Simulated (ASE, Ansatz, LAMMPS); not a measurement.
# Convergence of a linear-scaling basis for (10,10) carbon nanotube bundle (120 atoms), part 2 of 2

Wanted: errors and times of a linear-scaling basis for (10,10) carbon nanotube bundle (120 atoms). A setting counts as converged where the r.m.s. difference of forces stays under 1 % of the r.m.s. force.

Ansatz 0.2.0; Kohn-Sham DFT, PBE+D4, PAW (set soft_2), plane waves.

So far. Step 2 (Plane-wave single point): Löwdin charges run from +0.03 to +0.05 e, about a mean that is the spilled charge alone. Within 0.4 eV of the Fermi level the largest share is C p (100 % of the projected weight).

## Step 3: Local order

Bonds and neighbours are counted at the geometry of the runs.

Density 1.32 g/cm³, 15.14 Å³ an atom.

Pair distribution function in bins of 0.1 Å:

| r (Å) | total |
| --- | --- |
| 1.25 | 0.00 |
| 1.35 | 4.26 |
| 1.45 | 13.70 |
| 1.55 | 0.00 |
| 1.65 | 0.00 |
| 1.75 | 0.00 |
| 1.85 | 0.00 |
| 1.95 | 0.00 |
| 2.05 | 0.00 |
| 2.15 | 0.00 |
| 2.25 | 0.00 |
| 2.35 | 0.28 |
| 2.45 | 11.00 |
| 2.55 | 0.72 |
| 2.65 | 0.00 |
| 2.75 | 0.44 |
| 2.85 | 4.04 |
| 2.95 | 0.02 |
| 3.05 | 0.00 |
| 3.15 | 0.00 |
| 3.25 | 0.04 |
| 3.35 | 0.18 |
| 3.45 | 0.00 |
| 3.55 | 0.11 |
| 3.65 | 1.05 |
| 3.75 | 5.27 |
| 3.85 | 0.26 |
| 3.95 | 0.28 |
| 4.05 | 0.32 |
| 4.15 | 1.16 |
| 4.25 | 3.50 |
| 4.35 | 0.82 |
| 4.45 | 0.73 |
| 4.55 | 0.35 |
| 4.65 | 0.61 |
| 4.75 | 0.23 |
| 4.85 | 2.20 |
| 4.95 | 2.00 |
| 5.05 | 2.00 |
| 5.15 | 1.57 |
| 5.25 | 0.40 |
| 5.35 | 1.01 |
| 5.45 | 0.54 |
| 5.55 | 0.99 |

Bonds by pair of elements; cutoffs follow the first minimum of g(r), held within bounds set by covalent radii, and pairs that aren't listed don't count as bonded:

| pair A-B | cutoff (Å) | bonds | mean length (Å) | spread (Å) | shortest (Å) | B about A | A about B |
| --- | --- | --- | --- | --- | --- | --- | --- |
| C-C | 1.85 | 180 | 1.42 | 0.029 | 1.34 | 3 | 3 |

How many atoms have how many bonded neighbours:

| element | mean | 3 |
| --- | --- | --- |
| C | 3 | 120 |

Bond angles, per cent of each kind in bins of 5°:

| angle (°) | C-C-C |
| --- | --- |
| 115–120 | 54.7 |
| 120–125 | 45.3 |

Bond angles (no mean is given where the spread exceeds 20°):

| angle | count | mean (°) | spread (°) |
| --- | --- | --- | --- |
| C-C-C | 360 | 120 | 1.8 |

Rings of the network by King's shortest-path rule, up to 12 atoms, one path for each pair of neighbours; H, halogens, alkali and alkaline-earth atoms are left out, and the last column divides by all other atoms, bonded or not:

| ring size (atoms) | rings | per network atom |
| --- | --- | --- |
| 6 | 60 | 0.5 |

The first maximum of g(r) stands at about 1.42 Å. Counting bonds as in the table, all C atoms have 3 bonded neighbours. The C-C-C angle averages 120° with a spread of 1.8°. All rings counted have 6 atoms.

A closer look about C107, which bears the longest force: 10 atoms, nearest first, numbered in the order of the input, with positions taken from that point.

| atom | x | y | z | distance (Å) | bonds | Löwdin charge (e) | Fx | Fy | Fz (eV/Å) |
| --- | --- | --- | --- | --- | --- | --- | --- | --- | --- |
| C107 | 0.00 | 0.00 | 0.00 | 0.00 | 3 | 0.04 | -1.52 | 1.19 | 4.60 |
| C108 | 0.58 | -0.33 | -1.17 | 1.34 | 3 | 0.03 | 3.73 | -1.05 | -1.88 |
| C106 | -1.16 | 0.88 | 0.05 | 1.46 | 3 | 0.04 | 1.80 | -2.03 | -0.01 |
| C28 | 0.64 | -0.30 | 1.31 | 1.49 | 3 | 0.04 | 0.13 | -0.58 | -3.43 |
| C67 | 0.01 | 0.02 | -2.39 | 2.39 | 3 | 0.04 | -0.69 | 0.29 | -2.04 |
| C105 | -1.65 | 1.33 | -1.18 | 2.42 | 3 | 0.04 | -0.60 | 0.98 | -0.52 |
| C109 | 2.02 | -0.74 | -1.18 | 2.45 | 3 | 0.05 | -2.53 | 0.10 | -0.23 |
| C25 | -1.62 | 1.36 | 1.29 | 2.48 | 3 | 0.04 | -1.00 | 0.72 | -0.89 |
| C29 | 1.99 | -0.78 | 1.28 | 2.49 | 3 | 0.04 | -1.02 | 0.69 | 0.06 |
| C27 | -0.01 | 0.01 | 2.49 | 2.49 | 3 | 0.03 | 0.73 | -0.08 | 1.45 |

The column of bonds counts only the pairs C-C within 1.85 Å; other neighbours, such as metal atoms beside each other in a compound, aren't counted, and periodic images can show an atom twice.

## Step 4: Support functions medium

With localised support functions most steps grow linearly with size, though the diagonalisation grows faster unless the density matrix is cut; this run measures error and cost at this size. The level medium gives here a grid of 90×90×36 points and a radius of 3.54 Å.

This step: Kohn-Sham DFT, PBE+D4, PAW (set soft_2), localised support functions (medium) (Ansatz 0.2.0).

The input, input.yaml:

```yaml
crystal:
  lattice:
    - [16.86269, 0.0, 0.0]
    - [-8.43135, 14.60352, 0.0]
    - [0.0, 0.0, 7.38]
  atoms:
    [... the 120 atom lines of step 2 ...]
kpoints:
  mp_grid: { grid: [1, 1, 2] }
hamiltonian:
  xc: pbe
  dispersion: d4
scf:
  occupations: { method: gaussian, width: 0.025 }
  eigensolver: { kind: { support_functions: { accuracy: medium } } }
  mixing: { beta: 0.4 }
  max_iter: 150
output:
  forces: true
  eigenvalues: true
```

Run with:

```sh
> ansatz run input.yaml --threads 8 --pin off --max-ram 15872MiB --backend cpu --events-out ev --progress --plain --runs-dir out
```

Numbers of over 12 decimals in the logs are rounded to 6 here.

What it wrote:

```text
Warning: scf.eigensolver.kind.support_functions: disabling space-group detection — the functions' gradient is summed over unrotated k-points, so no spatial operation reduces the k-mesh or symmetrises the density; time reversal is kept, so that k and −k are solved as one point where they differ and the mesh holds both, and exact exchange and, on two spinor components, a DFT+U term hold to it where the run has them: [...]
settings of this run that can trade accuracy for cost: scf.eigensolver.kind.support_functions [...]
[...]
Crystal: 120 atoms, lattice volume = 1817.359 Å³
Basis set: ecut = 420 eV, 35701 PW (Γ), exchange–correlation on 240×240×100 points (8 copies of the dense FFT grid, shifted against one another)
Bands: 288, of which v1, the nominal top of the filled ones, is band 240 counted from 1 (239 counted from 0)
Symmetry: 1 space group operations
k-points: 2
[...]
Eigensolver: Support functions (medium, 90×90×36 points, laid for a spacing of at most 0.228497 Å, radius 3.536301 Å, 43 sites without an atom, 1 species' potentials softened for the grid, 1 wholly corrected for its errors in the mean over positions, 1 with the egg-box correction, energy correction by stochastic trace)
[...]
SCF iter   1: F=—  HF=-30146.654553 eV  |F-HF|=—  |Δ(HF+E_count)|=         —  Δρ=8.16e-2  dr2=1.19e2  ethr=1.00e-1
[...]
SCF iter  13: F=-30119.755325 eV  HF=-30119.755325 eV  |F-HF|=1.72e-7  |Δ(HF+E_count)|=   4.89e-4  Δρ=8.12e-6  dr2=1.64e-6  ethr=1.35e-9
SCF 1 converged in 13 iterations: F = -30119.761694 eV  dr2 = 1.64e-6
[...]
SCF converged after 13 iterations
Stability not checked: this state was not tested for a lower state beside it, because the mixer in use, unlike msr1, does not test its closes by its own steps (another_mixer; see scf.mixing.algorithm and scf.lower_state_search)
Free energy (F): -30119.761694 eV
[...]
Internal energy: -30119.761694 eV  (E = F + TS)
E sigma→0 (E₀):  -30119.761694 eV
Fermi energy:    2.350341 eV
[...]
--- Forces (eV/Å), atoms counted from 1 ---
  atom   1  C      0.24079932     0.34163652    -1.07616705
  atom   2  C     -0.23952216     0.07996710     2.51158336
  atom   3  C      0.63526535    -0.04151101    -1.94799925
  atom   4  C     -1.06092557     1.47470733     1.37065881
  atom   5  C      0.20239236    -0.47054165    -1.45111139
  atom   6  C      0.25560406     0.21093537    -0.08818084
  atom   7  C      1.16281537    -0.44147467     0.51874156
  atom   8  C     -0.39530308     0.50697615     0.47313733
  atom   9  C      1.08311248     0.08995574    -0.16356281
  atom  10  C     -0.50361844    -0.13914966     0.03920232
  atom  11  C      1.26478936     0.16652384     0.28520605
  atom  12  C      0.38218188    -0.05217160    -2.31660714
  atom  13  C     -1.45571706    -0.85542090    -0.72819765
  atom  14  C      0.76670158     0.72583947    -0.11189562
[...]
atom 119  C     -0.01651023     0.27608995     0.39584417
  atom 120  C      0.28952611     1.11371400    -0.08129661
  max |Σ_I F_I| component: 1.90e-3 eV/Å
--- Band table (eV) ---
[...]
```

The job ended after 2.9 min (8 threads of Arm Neoverse N1, shared host; peak memory 4.5 GiB; 22 min of CPU time).

The program notes that the band table was not solved further than the SCF left it and it switched symmetry off.

Keys that differ from the reference: support_functions.accuracy = "medium", scf.max_iter = 150 and scf.mixing.beta = 0.4.

Forces differ from the reference by 0.92 meV/Å r.m.s., 0.074 % of their size, well within a tolerance of 1 %; the energy by -3.5 meV/atom. It took 2.9 min and 13 cycles; the reference's time can't be set against it, since the two runs asked for unlike analyses.

## Step 5: What each setting buys

Differences are against the plane-wave reference (Kohn-Sham DFT, PBE+D4, PAW (set soft_2), plane waves), whose r.m.s. force component is 1.23 eV/Å. Energies are set beside the reference only for runs with its functional, potentials and electron count. Times are for 8 threads of Arm Neoverse N1, shared host. The reference's time includes the DOS, the stress and grids, which some other runs skip.

| run | Δ force, r.m.s. (meV/Å) | share of r.m.s. force (%) | Δ energy (meV/atom) | cycles | time | host memory (GiB) |
| --- | --- | --- | --- | --- | --- | --- |
| reference | - | - | - | 11 | 75 s | 6.2 |
| support functions medium | 0.917 | 0.0745 | -3.54 | 13 | 2.9 min | 4.5 |

## Step 6: What came out

```yaml
free_energy_per_atom: -250.9945 eV/atom
density: 1.317 g/cm³
pressure: 1.324 GPa
r_m_s_force_component: 1.232 eV/Å
wall_time_of_the_2_dft_runs: 4.1 min
```

What this shows: Against plane waves at 420 eV, the forces differ by 0.92 meV/Å (0.074 %) with support functions medium. At 120 atoms the run with support functions medium takes roughly 2.3 times the time of plane waves (whose run also made extra analyses, so the like-for-like ratio is larger), in 13 SCF cycles against 11. Differences between support functions and plane waves include what basis error the plane-wave run still has.

No gap is quoted: a carbon tube of such indices can be metallic, and the k-points needn't hold the crossing of its bands. Counting bonds as in the table, all C atoms have 3 bonded neighbours.

**Limits.** The geometry was built by rule, was displaced at random and isn't relaxed at this level: its force components are 1.2 eV/Å r.m.s.

[Logs are printed without paths, hosts, clocks, repeated set-up lines and the standing remarks that a program may print on its own settings, such as how far it seeks lower states.]

[Hosts, paths, dates, database ids (printed as entryN), source tags and the programs' standing remarks are cut or masked in the printed files.]
